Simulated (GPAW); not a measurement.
# CoSi2: optical spectrum from first principles, part 2 of 2

Aim: the dielectric function of CoSi2, and the optical constants that follow from it. The cell comes from an older database entry, whose edges can differ from later determinations, mostly by under a per cent.

GPAW 26.7.0; DFT, PBE, plane-wave PAW (GPAW data sets), scalar-relativistic, RPA, optical limit.

So far. Step 2 (Ground state): There are states at the Fermi level within the smearing, so the occupations stay smeared and the carriers get a Drude term.

The database entry behind the starting cell differs from later determinations by our own check (0.1 to 0.3 % short, probably kX units), so it need not match the best structure at ambient conditions.

### 4. Dielectric function, RPA

Transitions between filled and empty bands, summed over the zone, give the optical response, so mesh, band count and broadening shape it.

The induced potential is part of this response.

This step: DFT, PBE, plane-wave PAW (GPAW data sets), scalar-relativistic, RPA, optical limit (GPAW 26.7.0).

df.py

```python
from gpaw.response.df import DielectricFunction

df = DielectricFunction('full.gpw', frequencies={'type': 'nonlinear', 'domega0': 0.03, 'omega2': 8},
                        ecut=60,
                        eta=0.2,
                        nbands=43,
                        rate=0.05,
                        txt='df.txt')
for direction in ['x']:
    df.get_dielectric_function(xc='RPA', direction=direction, filename=f'df_{direction}.csv')
```

Started as:

```sh
$ OMP_NUM_THREADS=1 python df.py
```

Numbers of over 12 decimals in the logs are rounded to 6 here.

Log:

```text
Using integrator: PointIntegrator
NonLinearFrequencyDescriptor(from 0.000 to 54.791 eV, 477 points)
Nonperiodic BCs:  [False False False]
Using integrator: PointIntegrator
NonLinearFrequencyDescriptor(from 0.000 to 54.791 eV, 477 points)
Nonperiodic BCs:  [False False False]
Using integrator: PointIntegrator

Calculating chi0 body with:
    Ground state adapter containing:
    Number of spins: 1
    Number of kpoints: 1728
    Number of irreducible kpoints: 72
    Number of completely occupied states: 6
    Number of partially occupied states: 9

    Linear response parametrization:
    q_c: [0.0, 0.0, 0.0]
    Number of frequency points: 477
    Planewave cutoff: 60.0
    Number of bands: 43
    Number of planewaves: 51
    Broadening (eta): 0.2

Integrating chi0 body.

Symmetries of q_c:
    Direct symmetries (Uq -> q): 48
    Indirect symmetries (TUq -> q): 0
In total 48 allowed symmetries.

72 groups of equivalent kpoints. 95.833333% reduction.

Integral kind: spectral function

Calculating chi0 optical extensions with:
    Ground state adapter containing:
    Number of spins: 1
    Number of kpoints: 1728
    Number of irreducible kpoints: 72
    Number of completely occupied states: 6
    Number of partially occupied states: 9

    Linear response parametrization:
    Number of frequency points: 477
    Planewave cutoff: 60.0
    Number of bands: 43
    Number of planewaves: 51
    Broadening (eta): 0.2
Integrating chi0 head and wings.

Symmetries of q_c:
    Direct symmetries (Uq -> q): 48
    Indirect symmetries (TUq -> q): 0
In total 48 allowed symmetries.

72 groups of equivalent kpoints. 95.833333% reduction.

Integral kind: spectral function wings

Calculating drude chi0 with:
    Number of frequency points:477
    Plasma frequency decay rate: 0.05 eV

    Ground state adapter containing:
    Number of spins: 1
    Number of kpoints: 1728
    Number of irreducible kpoints: 72
    Number of completely occupied states: 6
    Number of partially occupied states: 9

Symmetries of q_c:
    Direct symmetries (Uq -> q): 48
    Indirect symmetries (TUq -> q): 0
In total 48 allowed symmetries.

72 groups of equivalent kpoints. 95.833333% reduction.

Integral kind: intraband
Plasma frequency:
[[6.02-0.j 0.  +0.j 0.  +0.j]
 [0.  +0.j 6.02-0.j 0.  +0.j]
 [0.  +0.j 0.  +0.j 6.02-0.j]]
```

Run time: 9 s. Hardware: 1 thread of Arm Neoverse V2, shared host; peak memory 0.28 GiB.

Numbers from this step:

```
centre of weight of the strongest loss peak in the window : 19.18 eV
```

Some rows of df_x.csv (energy; Re and Im without local fields; Re and Im with them):

```text
0.000000, 14546.913255, -0.000000, 14546.544363, -0.000000
0.619237, -83.301246, 33.876795, -83.618344, 33.863328
1.279498, -11.400421, 7.204617, -11.779474, 7.153425
1.984998, 4.428716, 6.071815, 4.010099, 5.939425
2.740552, 7.680535, 11.557865, 7.322574, 11.211283
3.551683, 5.244035, 9.667000, 4.913726, 9.513570
4.424758, 4.677099, 10.579987, 4.368825, 10.174211
5.367152, 4.311942, 17.580116, 4.553955, 16.481185
6.387465, -5.018221, 11.856637, -4.550623, 11.882071
7.495775, -4.521339, 6.482325, -4.386458, 6.291357
8.703980, -4.371420, 3.779181, -4.233797, 3.731114
10.026223, -2.992715, 2.214798, -2.850244, 2.156927
11.479449, -2.161607, 1.449754, -2.091520, 1.484875
13.084136, -1.371275, 0.834851, -1.322670, 0.845097
14.865263, -0.733556, 0.520692, -0.706211, 0.522015
16.853625, -0.353167, 0.379797, -0.332599, 0.381978
19.087623, 0.025774, 0.272655, 0.042001, 0.276287
21.615770, 0.266060, 0.230999, 0.275743, 0.231098
24.500258, 0.466759, 0.149358, 0.466380, 0.162204
27.822136, 0.701746, 0.107923, 0.660666, 0.150391
31.689054, 1.397239, 0.459285, 0.848224, 0.215369
```

The Im ε, E ∥ x has structure finer than the step of the table below, so its rows give means over 1 eV, whole bins alone (the curve runs from 0.305 to 36 eV). Peaks (eV: height): 3.0: 12.9, 5.5: 16.9.

Sum at mesh points, not converged in k. The Im ε, E ∥ x by photon energy; means over each step:

photon energy (eV), Im ε, E ∥ x and a bar:
```
        1         16 ##############################
        2          7 ############
        3         11 ####################
        4         10 ###################
        5         12 #######################
        6         14 ##########################
        7          8 ###############
        8          5 ##########
        9          3 ######
       10          2 ####
       11          2 ###
       12          1 ##
       13          1 #
       14          1 #
       15          1 #
       16          0 #
       17          0 
       18          0 
       19          0 
       20          0 
       21          0 
       22          0 
       23          0 
       24          0 
       25          0 
       26          0 
       27          0 
       28          0 
       29          0 
       30          0 
       31          0 
       32          0 
       33          0 
       34          0 
       35          0
```

Values under 1 per cm are given as 1; sum at mesh points, not converged in k. Table of absorption coefficient, E ∥ x by photon energy:

photon energy (eV), log10 absorption coefficient, E ∥ x (1/cm) and a bar from the least value:
```
     1.01        5.7 ############
     1.99        5.4 #
     3.02        5.8 ##############
     3.98        5.8 ###############
     4.98        5.9 ##################
     6.02        6.3 #############################
     6.99        6.3 ##############################
     8.03        6.3 ##############################
     9.02        6.3 #############################
    10.03        6.3 #############################
    11.03        6.2 ############################
    12.02        6.2 ############################
    13.00        6.2 ###########################
    14.04        6.2 ##########################
    14.96        6.1 ########################
    16.03        6.1 #######################
    16.96        6.0 #####################
    18.05        5.9 ##################
    18.97        5.8 ###############
    20.06        5.7 ############
    20.95        5.6 #########
    22.02        5.6 ########
    23.01        5.5 #####
    24.04        5.5 #####
    24.97        5.5 ###
    25.94        5.4 #
    26.95        5.4 
    28.00        5.4 #
    28.92        5.4 #
    30.07        5.5 ###
    31.07        5.5 ####
    31.90        5.6 #######
    32.98        5.7 ############
    34.10        5.8 ##############
    35.03        5.9 ################
    36.00        5.9 ##################
```

The Im ε, E ∥ x has structure finer than the step of the table below, so its rows give means over 1 eV, whole bins alone (the curve runs from 0.305 to 36 eV). Peaks (eV: height): without local fields 3.0: 13.2, 5.4: 17.9; with local fields 3.0: 12.9, 5.5: 16.9.

Sum at mesh points, not converged in k. Im ε, E ∥ x against photon energy; means over each step:

| photon energy (eV) | without local fields | with local fields |
| --- | --- | --- |
| 1 | 16.3 | 16.2 |
| 2 | 6.96 | 6.82 |
| 3 | 11.1 | 10.9 |
| 4 | 10.4 | 10.1 |
| 5 | 13.2 | 12.4 |
| 6 | 14.5 | 14.2 |
| 7 | 8.32 | 8.30 |
| 8 | 5.46 | 5.35 |
| 9 | 3.28 | 3.22 |
| 10 | 2.28 | 2.24 |
| 11 | 1.75 | 1.76 |
| 12 | 1.20 | 1.21 |
| 13 | 0.876 | 0.878 |
| 14 | 0.676 | 0.679 |
| 15 | 0.535 | 0.540 |
| 16 | 0.465 | 0.471 |
| 17 | 0.367 | 0.370 |
| 18 | 0.312 | 0.314 |
| 19 | 0.277 | 0.281 |
| 20 | 0.242 | 0.256 |
| 21 | 0.234 | 0.229 |
| 22 | 0.222 | 0.225 |
| 23 | 0.186 | 0.191 |
| 24 | 0.170 | 0.182 |
| 25 | 0.146 | 0.167 |
| 26 | 0.123 | 0.150 |
| 27 | 0.111 | 0.143 |
| 28 | 0.105 | 0.151 |
| 29 | 0.0988 | 0.154 |
| 30 | 0.107 | 0.168 |
| 31 | 0.179 | 0.186 |
| 32 | 0.661 | 0.236 |
| 33 | 1.29 | 0.315 |
| 34 | 0.711 | 0.348 |
| 35 | 0.525 | 0.383 |

Sum at mesh points, not converged in k. The loss function −Im 1/ε at q → 0, E ∥ x by energy loss; read off at these points:

| energy loss (eV) | loss function −Im 1/ε at q → 0, E ∥ x |
| --- | --- |
| 1 | 0.0118 |
| 2 | 0.112 |
| 3 | 0.0678 |
| 4 | 0.0779 |
| 5 | 0.0674 |
| 6 | 0.0663 |
| 7 | 0.0822 |
| 8 | 0.108 |
| 9 | 0.127 |
| 10 | 0.167 |
| 11 | 0.230 |
| 12 | 0.251 |
| 13 | 0.334 |
| 14 | 0.462 |
| 15 | 0.752 |
| 16 | 1.05 |
| 17 | 1.65 |
| 18 | 2.76 |
| 19 | 3.56 |
| 20 | 3.14 |
| 21 | 2.05 |
| 22 | 1.53 |
| 23 | 1.09 |
| 24 | 0.871 |
| 25 | 0.620 |
| 26 | 0.458 |
| 27 | 0.358 |
| 28 | 0.334 |
| 29 | 0.291 |
| 30 | 0.271 |
| 31 | 0.263 |
| 32 | 0.293 |
| 33 | 0.369 |
| 34 | 0.419 |
| 35 | 0.462 |
| 36 | 0.509 |

Sum at mesh points, not converged in k. The reflectivity at normal incidence, E ∥ x by photon energy; read off at these points:

| photon energy (eV) | reflectivity at normal incidence, E ∥ x (%) |
| --- | --- |
| 1.0 | 88.1 |
| 2.0 | 26.9 |
| 3.0 | 41.5 |
| 4.0 | 35.8 |
| 5.0 | 37.8 |
| 6.0 | 51.9 |
| 7.0 | 58.7 |
| 8.0 | 57.1 |
| 9.0 | 60.7 |
| 10.0 | 58.5 |
| 11.0 | 53.2 |
| 12.0 | 57.7 |
| 12.2 | 58.4 |
| 13.0 | 57.1 |
| 14.0 | 55.4 |
| 15.0 | 50.4 |
| 16.0 | 45.5 |
| 17.0 | 42.9 |
| 18.0 | 32.1 |
| 19.0 | 23.9 |
| 20.0 | 17.0 |
| 21.0 | 10.8 |
| 22.0 | 8.01 |
| 23.0 | 6.18 |
| 24.0 | 4.61 |
| 25.0 | 3.21 |
| 26.0 | 2.42 |
| 27.0 | 1.68 |
| 28.0 | 1.24 |
| 29.0 | 0.911 |
| 30.0 | 0.658 |
| 31.0 | 0.511 |
| 32.0 | 0.522 |
| 33.0 | 0.800 |
| 34.0 | 1.01 |
| 35.0 | 1.24 |
| 36.0 | 1.58 |

From ε follow the optical constants at some laser and lamp lines:

| wavelength (nm) | n | k | R (%) | 1/α |
| --- | --- | --- | --- | --- |
| 1550 | 1.30 | 7.127 | 90.7 | 17 nm |
| 1064 | 0.93 | 4.231 | 82.8 | 20 nm |
| 633 | 2.28 | 1.270 | 26.3 | 40 nm |
| 532 | 2.97 | 1.457 | 33.6 | 29 nm |
| 365 | 2.71 | 1.718 | 35.1 | 17 nm |
| 248 | 3.10 | 1.766 | 37.8 | 11 nm |
| 193 | 2.00 | 2.931 | 54.5 | 5.2 nm |

A polished face would reflect 32 % of daylight and look faintly blue (CIE x = 0.287, y = 0.309 under D65).

### 5. Summary of results

| Item | Value |
| --- | --- |
| centre of weight of the strongest loss peak in the window, first axis | 19.2 eV |

In words: At this level (PBE, RPA) CoSi2 is a metal. The mesh is too coarse to trust the carriers' weight, the reflectivity or the colour to better than tens of per cent. A polished face would reflect 32 % of daylight and look faintly blue (CIE x = 0.287, y = 0.309 under D65). The carriers' damping of 0.05 eV is typed, not computed; it shapes the response at the lowest energies. The run has no spin polarisation; magnetic order or correlation, untested here, could change the spectrum. In this version of GPAW the matrix elements of the optical limit are incomplete, which can lower ε − 1 by up to a tenth where first-row anions or d states rule, and shift it by more in d metals. GPAW's carrier term has the form −ωp²/(ω + i·rate)², which damps like twice the rate and fails at low energy, so the curves leave the lowest energies out. The sum runs over mesh points 0.17 Å⁻¹ apart with no interpolation, so peaks are partly noise of the mesh, and the Drude plasma energy, a sum over the Fermi surface, isn't converged.

[Machine, clock and banner lines and Python warnings are left out of the logs.]

[Logs are printed without paths, hosts, clocks, repeated set-up lines and the standing remarks that a program may print on its own settings, such as how far it seeks lower states.]

[Hosts, paths, dates, database ids (printed as entryN), source tags and the programs' standing remarks are cut or masked in the printed files.]
